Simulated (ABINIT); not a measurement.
# SrTiO3 (Tausonite): the gap under hydrostatic strain, part 2 of 2

Does PBE give the same change of gap under hydrostatic strain as G0W0? The case is SrTiO3 (Tausonite).

ABINIT 10.8.3; PBE and many-body steps on it, plane waves. Known limits of the many-body steps: not at the basis limit; no spin-orbit coupling; coarse k mesh.

So far. Step 8 (G0W0, strain -2 %): The gap on the mesh goes from 2.02 eV to 3.66 eV, a correction of +1.64 eV.

## (9) G0W0, strain +2 %

Level of this step: G0W0 on PBE, plane waves, norm-conserving pseudopotentials (ABINIT).

The cell differs from the one that the last finished run ended in (a 3.827 → 3.983 Å, b 3.827 → 3.983 Å, c 3.827 → 3.983 Å).

Input file run.abi:

```
acell 3*1.0 Angstrom
rprim 
  3.983385600000 0.000000000000 0.000000000000
  0.000000000000 3.983385600000 0.000000000000
  0.000000000000 0.000000000000 3.983385600000
ntypat 3
znucl 38 22 8
natom 5
typat 1 2 3 3 3
xred 
  0.500000000000 0.500000000000 0.500000000000
  0.000000000000 0.000000000000 0.000000000000
  0.500000000000 0.000000000000 0.000000000000
  0.000000000000 0.500000000000 0.000000000000
  0.000000000000 0.000000000000 0.500000000000
pp_dirpath "pseudos"
pseudos "Sr.upf, Ti.upf, O.upf"
ecut 38
ngkpt 4 4 4
nshiftk 1
shiftk 0 0 0
kptopt 1
chksymbreak 0
istwfk *1
occopt 1
irdwfk 1
optdriver 4
nband 220
gwcalctyp 0
ecutsigx 38
symsigma 1
nkptgw 2
kptgw 
  0.5000000000 0.5000000000 0.5000000000
  0.0000000000 0.0000000000 0.0000000000
bdgw 
  18 23
  18 23
ecuteps 7.2
irdscr 1
ppmodel 1
indata_prefix "in"
outdata_prefix "out"
tmpdata_prefix "tmp"
```

On the command line:

```
$ OMP_NUM_THREADS=1 mpirun -n 4 abinit run.abi > log
```

Numbers of over 12 decimals in the logs are rounded to 6 here.

The program printed:

```text
.Version 10.8.3 of ABINIT. v10.8.2 released Aug 2026.

 Symmetries : space group Pm -3 m (#221); Bravais cP (primitive cubic)
[... echo of the input left out ...]
== DATASET  1 ==================================================================
-   mpi_nproc: 4, omp_nthreads: 1 (-1 if OMP is not activated)

--- !DatasetInfo
iteration_state: {dtset: 1, }
dimensions: {natom: 5, nkpt: 10, mband: 220, nsppol: 1, nspinor: 1, nspden: 1, mpw: 4801, }
cutoff_energies: {ecut:  38.0, pawecutdg:  -1.0, }
[...]
Band     E0 <VxcDFT>   SigX SigC(E0)      Z dSigC/dE  Sig(E)    E-E0       E
[...]
22   8.083 -18.944 -11.448  -5.790   0.771  -0.296 -17.628   1.316   9.399
       23   8.083 -18.944 -11.448  -5.790   0.771  -0.296 -17.628   1.316   9.399

== END DATASET(S) ==============================================================
================================================================================

 -outvars: echo values of variables after computation  --------
           etotal      0.0000000000E+00
            nband         220
             nkpt          10
          spgroup         221
 [... the other variables as echoed above ...]

 Calculation completed.
```

It took 51 s on 4 MPI ranks of Arm Neoverse V1, shared host; peak memory 1.9 GiB; 3.4 min of CPU time.

This step gave:

* G0W0 gap on the points computed: 3.283 eV
* starting gap on the mesh: 1.790 eV
* k of the valence top: 0.5, 0.5, 0.5
* k of the conduction bottom: 0, 0, 0
* least direct G0W0 gap on the computed points: 3.694 eV

The gap on the mesh goes from 1.79 eV to 3.28 eV, a correction of +1.49 eV.

Again on this cell's own states.

## (10) G0W0, strain +3 %

The cell differs from the one that the last finished run ended in (a 3.983 → 4.022 Å, b 3.983 → 4.022 Å, c 3.983 → 4.022 Å).

Changes to run.abi since step 9:

```diff
@@ -2,5 +2,5 @@
 rprim 
-  3.983385600000 0.000000000000 0.000000000000
-  0.000000000000 3.983385600000 0.000000000000
-  0.000000000000 0.000000000000 3.983385600000
+  4.022438400000 0.000000000000 0.000000000000
+  0.000000000000 4.022438400000 0.000000000000
+  0.000000000000 0.000000000000 4.022438400000
 ntypat 3
@@ -27,3 +27,3 @@
 optdriver 4
-nband 220
+nband 226
 gwcalctyp 0
```

The program printed:

```text
.Version 10.8.3 of ABINIT. v10.8.2 released Aug 2026.

 Symmetries : space group Pm -3 m (#221); Bravais cP (primitive cubic)
[... echo of the input left out ...]
== DATASET  1 ==================================================================
-   mpi_nproc: 4, omp_nthreads: 1 (-1 if OMP is not activated)

--- !DatasetInfo
iteration_state: {dtset: 1, }
dimensions: {natom: 5, nkpt: 10, mband: 226, nsppol: 1, nspinor: 1, nspden: 1, mpw: 4945, }
cutoff_energies: {ecut:  38.0, pawecutdg:  -1.0, }
[...]
Band     E0 <VxcDFT>   SigX SigC(E0)      Z dSigC/dE  Sig(E)    E-E0       E
[...]
22   7.726 -18.974 -11.451  -5.835   0.766  -0.306 -17.681   1.293   9.019
       23   7.726 -18.974 -11.451  -5.835   0.766  -0.306 -17.681   1.293   9.019

== END DATASET(S) ==============================================================
================================================================================

 -outvars: echo values of variables after computation  --------
           etotal      0.0000000000E+00
            nband         226
             nkpt          10
          spgroup         221
 [... the other variables as echoed above ...]

 Calculation completed.
```

It took 65 s on 4 MPI ranks; peak memory 2.2 GiB; 4.3 min of CPU time.

Numbers from this step:

- G0W0 gap on the points computed: 3.183 eV
- starting gap on the mesh: 1.731 eV
- k of the valence top: 0.5, 0.5, 0.5
- k of the conduction bottom: 0, 0, 0
- least direct G0W0 gap on the computed points: 3.608 eV

The gap on the mesh goes from 1.73 eV to 3.18 eV, a correction of +1.45 eV.

Again on this cell's own states.

## (11) The series

One mesh (4×4×4), Godby-Needs plasmon pole, bands up to a fixed energy, so that their count changes with the cell; hydrostatic strain per length. Fractional positions are the same in all cells. Plane waves in the screening: 365, 365, 365, 389, 389 and 437.

```
strain (%)  PBE gap (eV)  G0W0 gap (eV)  least direct G0W0 gap (eV)                  G0W0 edges
        -2         2.021          3.660                       3.983  (0.500, 0.500, 0.500) to Γ
        -1         1.965          3.574                       3.923  (0.500, 0.500, 0.500) to Γ
        +0         1.908          3.479                       3.852  (0.500, 0.500, 0.500) to Γ
        +1         1.849          3.384                       3.777  (0.500, 0.500, 0.500) to Γ
        +2         1.790          3.283                       3.694  (0.500, 0.500, 0.500) to Γ
        +3         1.731          3.183                       3.608  (0.500, 0.500, 0.500) to Γ
```

## (12) Outcome

| Item | Value |
| --- | --- |
| slope under compression | −57 (PBE) and −90 (G0W0) meV per % |
| slope under tension | −59 (PBE) and −99 (G0W0) meV per % |
| GW settings, unstrained cell | 4×4×4 mesh, 209 bands, screening to 195.9 eV |
| known limits | not at the basis limit; no spin-orbit coupling; coarse k mesh |

What this shows: On the side of compression the slopes of gap against strain are −57 (PBE) and −90 (G0W0) meV per %. On the side of tension the slopes of gap against strain are −59 (PBE) and −99 (G0W0) meV per %. One line through all points gives volume deformation potentials of -1.94 eV (PBE) and -3.19 eV (G0W0). Gaps are read on the mesh, so a valley between its points is missed. Bands and cutoff are finite, so the gap is not at the basis limit. The miss can reach some tenths of an eV and take either sign; the mesh is an error of its own. In the G0W0 run levels were corrected at 2 k points alone, so a gap called «on the mesh» is the least over those, and an edge elsewhere would be missed. The 4×4×4 mesh is coarse for this cell, which bears on the long-range parts of exchange and screening. This is the ideal cubic cell; many perovskites, halides above all, are cubic only on average, and local tilts or off-centring can widen the gap. The many-body steps are scalar-relativistic: spin-orbit coupling is not in them.

[Paths, hosts, dates, memory and timing lines, banners, echoed tables and standing remarks are left out of the program output.]

[Logs are printed without paths, hosts, clocks, repeated set-up lines and the standing remarks that a program may print on its own settings, such as how far it seeks lower states.]

[Runs of the session that timed out or met a known fault of the program may be left out.]

[Hosts, paths, dates, database ids (printed as entryN), source tags and the programs' standing remarks are cut or masked in the printed files.]

[G0W0 gaps are taken among the corrected bands and points alone; a level outside them can change the order at an edge.]

[Where Ansatz stands beside ABINIT at settings called matched, ABINIT's density can come from a denser mesh and the files from another edition; pairs whose starting gaps differed by over 0.03 eV were left out, so agreement reads better than it is.]
